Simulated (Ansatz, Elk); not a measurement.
**Bonding as seen by X-rays: YCrIn**

The structure of YCrIn used here is made up (a known structure type with other elements) and was relaxed beforehand with PBEsol. The aim is the Fourier transform of its all-electron density, F(hkl), set beside the sum over free spherical atoms that refinements use.

Calculated with Elk 11.2.3 (patched build); DFT, PBE, all-electron APW+lo, Dirac cores, scalar-relativistic bands, static density, ferromagnetic start.

The structure was built from a prototype and need not be the compound's stable phase.

## 1. Starting point

The structure is hexagonal, space group P-6m2 (No. 187). Conventional cell: a = 4.789 Å, b = 4.789 Å, c = 3.409 Å, α = 90.00°, β = 90.00°, γ = 120.00°. In has 3 Cr at 2.76 Å and 6 Y at 3.25 Å nearest. Nearest to Y lie 6 Cr at 3.25 Å and 6 In at 3.25 Å and 2 Y at 3.41 Å. Nearest to Cr lie 3 In at 2.76 Å and 6 Y at 3.25 Å. Farther neighbours are not listed.

## 2. Ground state and structure factors

An all-electron density is needed, since X-rays see the cores too. Task 0 finds the density and task 195 Fourier-transforms it; tshift is off so that phases refer to the origin typed.

Contents of elk.in:

```
tasks
  0
  195
  196

xctype
  20

spinpol
  .true.

rgkmax
  7.0

gmaxvr
  14.0

lmaxo
  7

lmaxapw
  8

swidth
  0.002

tshift
  .false.

ramdisk
  .false.

hmaxvr
  5.5

maxscl
  120

epspot
  1e-06

reducebf
  0.8

sppath
  './'

avec
  9.04915303692 -0.00000000000 0.00000000000
  -4.52457651846 7.83679641270 -0.00000000000
  0.00000000000 -0.00000000000 6.44178532389

atoms
  3
  'In.in'
  1
  0.6666666667 0.3333333333 0.5000000000   0.000000 0.000000 0.000000
  'Y.in'
  1
  -0.0000000000 -0.0000000000 -0.0000000000   0.000000 0.000000 0.000000
  'Cr.in'
  1
  0.3333333333 0.6666666667 0.5000000000   0.000000 0.000000 -0.175000

ngridk
  5 5 6
```

Launch:

```sh
> OMP_NUM_THREADS=4 elk
```

Numbers of over 12 decimals in the logs are rounded to 6 here.

What it wrote:

```text
┌─────────────────────────┐
│ Elk code version 11.2.3 │
└─────────────────────────┘

All units are atomic (Hartree, Bohr, etc.)

┌─────────────────────────────────────────────────┐
│ Ground-state run starting from atomic densities │
└─────────────────────────────────────────────────┘

Lattice vectors :
   9.049153037      -0.000000000       0.000000000
  -4.524576518       7.836796413      -0.000000000
   0.000000000      -0.000000000       6.441785324

Reciprocal lattice vectors :
  0.6943396008      0.4008771554       0.000000000
   0.000000000      0.8017543109       0.000000000
   0.000000000       0.000000000      0.9753794936

Unit cell volume      :    456.8280319
Brillouin zone volume :   0.5429837841

Muffin-tin inner radius fraction :   0.1000000000E-01

Nuclei treated as point charges

Species : 1 (In)
 parameters loaded from : In.in
 name : indium
 nuclear charge    :   -49.00000000
 electronic charge :    49.00000000
 atomic mass :    209300.4102
 muffin-tin radius :    2.600000000
 number of radial points in muffin-tin :   1193
 inner part over the whole radius :   0.9943151076E-02
 number on inner part of muffin-tin    :    850
 approximate nuclear radius :   0.8768807633E-04
 number of mesh points to nuclear radius :    427
 atomic positions (lattice), magnetic fields (Cartesian) :
  1 :   0.66666667  0.33333333  0.50000000    0.00000000  0.00000000  0.00000000

Species : 2 (Y)
 parameters loaded from : Y.in
 name : yttrium
 nuclear charge    :   -39.00000000
 electronic charge :    39.00000000
 atomic mass :    162065.4503
 muffin-tin radius :    2.600000000
 number of radial points in muffin-tin :   1193
 inner part over the whole radius :   0.9871815862E-02
 number on inner part of muffin-tin    :    847
 approximate nuclear radius :   0.8135895711E-04
 number of mesh points to nuclear radius :    416
 atomic positions (lattice), magnetic fields (Cartesian) :
  1 :   0.00000000  0.00000000  0.00000000    0.00000000  0.00000000  0.00000000

Species : 3 (Cr)
 parameters loaded from : Cr.in
 name : chromium
 nuclear charge    :   -24.00000000
 electronic charge :    24.00000000
 atomic mass :    94783.09202
 muffin-tin radius :    2.400000000
 number of radial points in muffin-tin :    993
 inner part over the whole radius :   0.9857795597E-02
 number on inner part of muffin-tin    :    699
 approximate nuclear radius :   0.6987106690E-04
 number of mesh points to nuclear radius :    328
 atomic positions (lattice), magnetic fields (Cartesian) :
  1 :   0.33333333  0.66666667  0.50000000    0.00000000  0.00000000 -0.17500000

Total number of atoms per unit cell :    3
Total muffin-tin volume :    205.1501891
 ratio of muffin-tin to unit cell volume :   0.4490753079

Spin treatment :
 spin-polarised
 global magnetic field (Cartesian) :    0.000000000       0.000000000       0.000000000
 collinear magnetisation in z-direction

Number of Bravais lattice symmetries :   24
Number of crystal symmetries         :   12
Crystal has no inversion symmetry
Complex Hermitian eigensolver will be used

k-point grid :      5     5     6
k-point offset :    0.000000000       0.000000000       0.000000000
k-point set is reduced with full crystal symmetry group
Total number of k-points :       28

Muffin-tin radius times maximum |G+k| :    7.000000000
 using average radius
Maximum |G+k| for APW functions       :    2.763157895
Maximum (1/2)|G+k|²                   :    3.817520776
Maximum |G| for potential and density :    14.00000000
Constant for pseudocharge density :    9
 order of it for each species :   16  16  16
 order of it for pair densities of each species (exact exchange by exxq0 0: 17) :   10  10   8
Radial integration step length :    1

G-vector grid sizes :     42    42    30
Number of G-vectors :    21131

Maximum angular momentum used for
 APW functions            :    8
 outer part of muffin-tin :    7
 inner part of muffin-tin :    2

Total nuclear charge    :   -112.0000000
Total core charge       :    68.00000000
[...]
total moment                :    2.098775241

RMS change in Kohn-Sham potential (target) :    2.930275961     (  0.1000000000E-05)
Absolute change in total energy (target)   :   0.5295281767     (  0.1000000000E-03)

[... loops 3 to 30 left out ...]

┌──────────────────┐
│ Loop number : 31 │
└──────────────────┘

Energies :
 Fermi                       :     0.259214
 sum of occupied eigenvalues :     -6153.2495841982
 electron kinetic            :      10736.669189287
 core electron kinetic       :      10368.986445838
 Coulomb                     :     -20737.842572088
 Coulomb potential           :     -16474.710252183
 nuclear-nuclear             :     -1169.1529101317
 electron-nuclear            :     -22691.158745619
 Hartree                     :      3122.4690836625
 Madelung                    :     -12500.487445997
 xc potential                :     -414.97261911979
 xc effective B-field        :    -0.235905
 external B-field            :      0.000000
 exchange                    :     -312.99475932217
 correlation                 :     -5.676355
 electron entropic           :    -0.95614652398054E-03
 total energy                :     -10319.845452827
 (external B-field energy excluded from total)

Density of states at Fermi energy :    74.03552987
 (states/Hartree/unit cell)

Estimated indirect band gap :   0.3744233258E-03
 from k-point 15 to k-point 14
Estimated direct band gap   :   0.1712462359E-02
 at k-point 24

Charges :
 core                        :    68.00000000
 valence                     :    44.00000000
 interstitial                :    5.079234734
 muffin-tins (core leakage)
  species : 1 (In)
[...]
species : 2 (Y)
[...]
species : 3 (Cr)
[...]
total in muffin-tins        :    106.9207653
 total calculated charge     :    111.9998522
 total charge                :    112.0000000
 error                       :   0.1477827695E-03

Moments :
 interstitial                :   0.5117291917
 muffin-tins
  species : 1 (In)
[...]
species : 2 (Y)
[...]
species : 3 (Cr)
[...]
total in muffin-tins        :    3.463975453
 total moment                :    3.975704644

RMS change in Kohn-Sham potential (target) :   0.7390002768E-06 (  0.1000000000E-05)
Absolute change in total energy (target)   :   0.1886511745E-04 (  0.1000000000E-03)

Convergence targets achieved

┌──────────────────┐
│ Loop number : 32 │
└──────────────────┘

Energies :
 Fermi                       :     0.259213
 sum of occupied eigenvalues :     -6153.2496615369
 electron kinetic            :      10736.669087917
 core electron kinetic       :      10368.986395698
 Coulomb                     :     -20737.842556121
 Coulomb potential           :     -16474.710324846
 nuclear-nuclear             :     -1169.1529101317
 electron-nuclear            :     -22691.158638308
 Hartree                     :      3122.4689923182
 Madelung                    :     -12500.487393698
 xc potential                :     -414.97252904536
 xc effective B-field        :    -0.235893
 external B-field            :      0.000000
 exchange                    :     -312.99474750785
 correlation                 :     -5.676356
 electron entropic           :    -0.95626795747190E-03
 total energy                :     -10319.845527720
 (external B-field energy excluded from total)

Density of states at Fermi energy :    74.04785916
 (states/Hartree/unit cell)

Estimated indirect band gap :   0.3699752579E-03
 from k-point 15 to k-point 14
Estimated direct band gap   :   0.1713790500E-02
 at k-point 24

Charges :
 core                        :    68.00000000
 valence                     :    44.00000000
 interstitial                :    5.079243521
 muffin-tins (core leakage)
  species : 1 (In)
   atom 1                    :    47.56229875     (  0.1301716081E-03)
  species : 2 (Y)
   atom 1                    :    36.80731152     (  0.8639023743E-05)
  species : 3 (Cr)
   atom 1                    :    22.55114622     ( -0.2234884029E-06)
 total in muffin-tins        :    106.9207565
 total calculated charge     :    111.9998522
 total charge                :    112.0000000
 error                       :   0.1477825536E-03

Moments :
 interstitial                :   0.5116897091
 muffin-tins
  species : 1 (In)
   atom 1                    :  -0.4566564027E-01
  species : 2 (Y)
   atom 1                    :  -0.4923041330E-02
  species : 3 (Cr)
   atom 1                    :    3.514466728
 total in muffin-tins        :    3.463878046
 total moment                :    3.975567755

┌──────────────────────────────┐
│ Self-consistent loop stopped │
└──────────────────────────────┘

Warning : core states of species 1 leak from the muffin-tin :   0.1301716081E-03

Wrote STATE.OUT
```

Elapsed: 2.3 min, on 4 threads of Intel Xeon Platinum 8488C (Sapphire Rapids), shared host; peak memory 0.47 GiB; 8.2 min of CPU time.

SFACRHO.OUT:

```text

h k l indices transformed by vhmat matrix:
   1.000000000       0.000000000       0.000000000    
   0.000000000       1.000000000       0.000000000    
   0.000000000       0.000000000       1.000000000    

      h      k      l  multipl.   |H|            Re(F)            Im(F)           |F|

      0      0      0      1   0.0000000       112.00000      0.42466694E-16   112.00000    
     -1      0      0      3  0.80175431       1.7605993       20.302011       20.378208    
      0     -1      0      3  0.80175431       1.7605993      -20.302011       20.378208    
      0      0      1      2  0.97537949      -29.909760      0.34529251E-13   29.909760    
     -1      0     -1      6   1.2626065       60.238332      -18.927344       63.141911    
      1      0      1      6   1.2626065       60.238332       18.927344       63.141911    
      1     -2      0      6   1.3886792       86.746694      0.13417284E-07   86.746694    
      0     -2      0      3   1.6035086       2.0412155       17.753649       17.870608    
      2     -2      0      3   1.6035086       2.0412156      -17.753649       17.870608    
     -1      2     -1     12   1.6969959      -24.198730      0.12717469E-07   24.198730    
      2      0     -1      6   1.8768604       52.390057      -16.920406       55.054684    
      0      2     -1      6   1.8768604       52.390057       16.920406       55.054684    
      0      0     -2      2   1.9507590       76.225734      0.56310408E-13   76.225734    
     -1      0      2      6   2.1090924       2.0844637       16.214846       16.348278    
      0     -1     -2      6   2.1090924       2.0844637      -16.214846       16.348278    
      3     -2      0      6   2.1212425       2.1006047       16.201610       16.337218    
      1     -3      0      6   2.1212425       2.1006048      -16.201610       16.337218    
      1      2      1     12   2.3347452       47.143605      -15.593981       49.655732
```

Elk indexes on the primitive cell of elk.in and gives |H| = 4π sin θ/λ in inverse bohr. Below, one row stands for each form hkl of the conventional cell (m members, Friedel mates merged), F is for one primitive cell and the density is static (no thermal factor). Free-atom factors are Waasmaier and Kirfel's, and R is Σm||F|−|F'||/Σm|F|.

```csv
hkl,m,sin θ/λ (Å⁻¹),"abs F, DFT",neutral atoms,diff.,abs of complex diff.
100,6,0.121,20.378,20.227,+0.151,0.210
001,2,0.147,29.910,29.897,+0.013,0.013
101,12,0.190,63.142,63.344,-0.202,0.343
110,6,0.209,86.747,87.346,-0.599,0.599
200,6,0.241,17.871,17.771,+0.099,0.239
111,12,0.255,24.199,24.581,-0.382,0.382
201,12,0.282,55.055,55.090,-0.035,0.069
002,2,0.293,76.226,76.318,-0.092,0.092
102,12,0.317,16.348,16.343,+0.005,0.056
210,12,0.319,16.337,16.310,+0.027,0.069
211,24,0.351,49.656,49.622,+0.034,0.036
112,12,0.360,68.662,68.617,+0.045,0.045
300,6,0.362,68.489,68.445,+0.044,0.045
202,12,0.380,15.239,15.255,-0.015,0.030
301,12,0.390,18.823,18.793,+0.030,0.031
220,6,0.418,62.951,62.859,+0.091,0.091
212,24,0.433,14.367,14.400,-0.033,0.042
310,12,0.435,14.362,14.379,-0.017,0.054
003,2,0.440,17.084,17.006,+0.078,0.078
221,12,0.443,17.015,16.918,+0.097,0.097
103,12,0.456,42.796,42.772,+0.024,0.043
311,24,0.459,42.669,42.628,+0.041,0.048
```

## 3. The magnetisation density

The same run holds the spin density, and task 196 transforms it. The order is that of the start, and no other was tried.

SFACMAG_1.OUT:

```text

h k l indices transformed by vhmat matrix:
   1.000000000       0.000000000       0.000000000    
   0.000000000       1.000000000       0.000000000    
   0.000000000       0.000000000       1.000000000    

      h      k      l  multipl.   |H|            Re(F)            Im(F)           |F|

      0      0      0      1   0.0000000       3.9755679     -0.82500220E-17   3.9755679    
     -1      0      0      3  0.80175431      -1.5915532      -2.8288644       3.2458458    
      0     -1      0      3  0.80175431      -1.5915532       2.8288644       3.2458458    
      0      0      1      2  0.97537949      -2.5910338      0.13611008E-14   2.5910338    
     -1      0     -1      6   1.2626065       1.1490495       1.8625504       2.1884718    
      1      0      1      6   1.2626065       1.1490495      -1.8625504       2.1884718    
      1     -2      0      6   1.3886792       1.8965756     -0.12051815E-08   1.8965756    
      0     -2      0      3   1.6035086     -0.89227892      -1.2856698       1.5649628    
      2     -2      0      3   1.6035086     -0.89227892       1.2856698       1.5649628    
     -1      2     -1     12   1.6969959      -1.5244959     -0.98278425E-09   1.5244959    
      2      0     -1      6   1.8768604      0.68877518       1.1016658       1.2992609    
      0      2     -1      6   1.8768604      0.68877518      -1.1016658       1.2992609    
      0      0     -2      2   1.9507590       1.1853782      0.14627151E-14   1.1853782    
     -1      0      2      6   2.1090924     -0.53265702     -0.90017120       1.0459597    
      0     -1     -2      6   2.1090924     -0.53265702      0.90017120       1.0459597    
      3     -2      0      6   2.1212425     -0.53056193     -0.90799256       1.0516399
```

The total moment is 3.98 μB a cell; sphere moments: In1 -0.05, Y2 0.00, Cr3 +3.51 μB. Polarised neutrons measure spin and orbital magnetisation together; without spin-orbit coupling the run gives the spin part:

```csv
hkl,sin θ/λ (Å⁻¹),abs F_M (μB)
100,0.121,3.246
001,0.147,2.591
101,0.190,2.188
110,0.209,1.897
200,0.241,1.565
111,0.255,1.524
201,0.282,1.299
002,0.293,1.185
102,0.317,1.046
210,0.319,1.052
211,0.351,0.884
112,0.360,0.856
300,0.362,0.801
202,0.380,0.748
```

## 4. The highest occupied states alone

An energy window below the Fermi level keeps the highest occupied states, to see at which angles they scatter; shallow core shells can lie inside it and anion s states outside. No new self-consistency is needed.

Changes to elk.in since step 2:

```diff
@@ -1,5 +1,3 @@
 tasks
-  0
   195
-  196
 
@@ -44,2 +42,5 @@
 
+wsfac
+  -0.181780 0.559210
+
 sppath
```

Launch:

```sh
> OMP_NUM_THREADS=4 elk
```

What it wrote:

```text
┌─────────────────────────────────┐
│ Elk code version 11.2.3 started │
└─────────────────────────────────┘

Info(readinput): the functional depends on the density's gradient
 muffin-tin radial points multiplied by    2.00000
 (not where nrmtscf is given)

┌────────────────────┐
│ Current task : 195 │
└────────────────────┘

Info(sfacrho): density structure factors written to SFACRHO.OUT

 Energy window :  -0.1817800000      0.5592100000

┌──────────────────┐
│ Elk code stopped │
└──────────────────┘
```

Elapsed: 5.6 s, on 4 threads; peak memory 0.18 GiB.

States within 12 eV below the Fermi level hold 12.00 electrons; any levels below the window count with the cores. Their amplitudes can exceed the total, where window and core parts have opposite phase:

```csv
hkl,sin θ/λ (Å⁻¹),"abs F, window","abs F, all"
100,0.121,2.957,20.378
001,0.147,3.812,29.910
101,0.190,2.376,63.142
110,0.209,2.124,86.747
200,0.241,1.820,17.871
111,0.255,1.441,24.199
201,0.282,1.560,55.055
002,0.293,1.416,76.226
102,0.317,1.234,16.348
210,0.319,1.194,16.337
```

(Part 1 of 2 ends here.)

[Logs are printed without paths, hosts, clocks, repeated set-up lines and the standing remarks that a program may print on its own settings, such as how far it seeks lower states.]

[Hosts, paths, dates, database ids (printed as entryN), source tags and the programs' standing remarks are cut or masked in the printed files.]
